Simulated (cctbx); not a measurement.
## Which space group?

Cell: a = 14.7420 Å, b = 3.9450 Å, c = 14.1040 Å, α = 90.00°, β = 116.12°, γ = 90.00°. Expected content of the cell: Sb8 Zn4 S16.

The data are simulated with cctbx, not measured: synchrotron X-rays, λ = 0.7749 Å, to d = 0.77 Å, 50 % of the full sphere, strongest reflection 70000 counts, noise from counting, a 2 % proportional error and a noise floor of 4 counts (s.d.); no absorption.

Tests on the unmerged data give:

```text
3363 reflections to d = 0.770 A
centring   violations  <I/sigma> of those
    A        762 of  1630     12.2
    B        761 of  1702     11.7
    C          1 of  1722     -0.0
    I        759 of  1643     12.1
    R       1040 of  2229     12.4
    F        762 of  2527      7.9
Laue class    unique    Rint  (classes that these axes allow; Friedel mates merged)
C 1 2/m 1         860   0.017
space group    extra absences  I>4sigma  <I/sigma>
C 1 2 1                 0          0         -  acentric
C 1 m 1                 0          0         -  acentric
C 1 2/m 1               0          0         -  centric
Wilson B = 1.59 A^2   <|E^2-1|> = 0.862 (0.968 centric, 0.736 acentric)   E^2>4: 3.0 %
shell (A)         n   <I/sigma>
12.67 - 1.54    116     40.4
 1.54 - 1.22    110     38.2
 1.22 - 1.07    104     34.3
 1.07 - 0.97    107     31.0
 0.97 - 0.90    115     28.8
 0.90 - 0.85     98     27.5
 0.85 - 0.81    105     25.6
 0.81 - 0.77    105     24.9
```

**Question.** What are the lattice type, the Laue class and the likely space group?

The reflections that C centring forbids are absent (⟨I/σ⟩ near 0), so the lattice is C.

Only C 1 2/m 1 fits these axes (Rint 0.017); a search for a hidden higher lattice was not made.

3 settings pass the absence test. No glide or screw absences show, which leaves C 1 2 1, C 1 m 1 and C 1 2/m 1.

⟨|E²−1|⟩ = 0.862 lies between the two ideal values. The Wilson B of 1.59 Å² means U ≈ 0.0201 Å².

The true group is C2 (no. 5), Laue class 2/m, non-centrosymmetric. The tables only narrow the choice to the tied entries; cell content, site symmetry and trial solutions must settle it.

This is a model crystal, built by substitution and not relaxed, with assumed displacement parameters.

[Logs are printed without paths, hosts, clocks, repeated set-up lines and the standing remarks that a program may print on its own settings, such as how far it seeks lower states.]
